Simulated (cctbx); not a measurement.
## Tb2Re2S7: precision against data quality

Space group Fd-3m (no. 227, origin choice 1), a = 12.2830 Å, b = 12.2830 Å, c = 12.2830 Å, α = 90.00°, β = 90.00°, γ = 90.00°.

| atom | mult. | x | y | z | Ueq (Å²) |
| --- | --- | --- | --- | --- | --- |
| Re1 | 16 | 3/8 | 5/8 | 3/8 | 0.0071 |
| Tb1 | 16 | 3/8 | 1/8 | 3/8 | 0.0085 |
| S1 | 48 | 1/4 | 0.5404 | 1/4 | 0.0151 |
| S2 | 8 | 1/4 | 1/4 | 1/4 | 0.0147 |

The model is made up (kin elements in a known structure type, no relaxation), so it says nothing on whether the phase exists.

Five simulated data sets (cctbx; Ag Kα, λ = 0.56087 Å; 1.5 % proportional error) differ in resolution or exposure (noise floor 4 counts in the first three, 8 in the last two). Each is refined with the right model, isotropic at 1.1 Å and anisotropic otherwise. How do the figures of merit and the uncertainties move?

| d min (Å) | top counts | ⟨I/σ⟩ (unmerged, absences included) | unique | param. (scale apart) | Rint | R1 | GooF | largest s.u. xyz (fractional) | s.u. U of S1 (Å²) | largest error (Å) |
| --- | --- | --- | --- | --- | --- | --- | --- | --- | --- | --- |
| 1.1 | 20000 | 2.7 | 50 | 5 | 0.018 | 0.0042 | 0.98 | 0.00010 | 0.0003 | 0.0007 |
| 0.84 | 20000 | 2.5 | 102 | 9 | 0.019 | 0.0052 | 1.02 | 0.00006 | 0.0003 | 0.0015 |
| 0.6 | 20000 | 2.0 | 255 | 9 | 0.024 | 0.0066 | 0.96 | 0.00005 | 0.0001 | 0.0007 |
| 0.75 | 300 | 0.2 | 139 | 9 | 0.401 | 0.0589 | 1.01 | 0.00128 | 0.0041 | 0.0228 |
| 0.75 | 3000 | 0.9 | 139 | 9 | 0.075 | 0.0195 | 1.01 | 0.00024 | 0.0008 | 0.0039 |

The number of reflections grows roughly as 1/d³: 50, 102 and 255 here. R1 follows the noise rather than the truth: at 300 counts it is 0.0589, at 3000 counts 0.0195, while GooF is 1.01 and 1.01: the weights 1/σ² carry the noise. The s.u. of U (U11 where anisotropic) for S1 goes 0.0003, 0.0003, 0.0001 Å² with resolution and 0.0041, 0.0008 Å² with exposure.

Hardware for the 0.6 Å refinement: 0.82 s on 1 thread of Arm Neoverse N1, with other jobs on the host, peak memory 0.11 GiB.
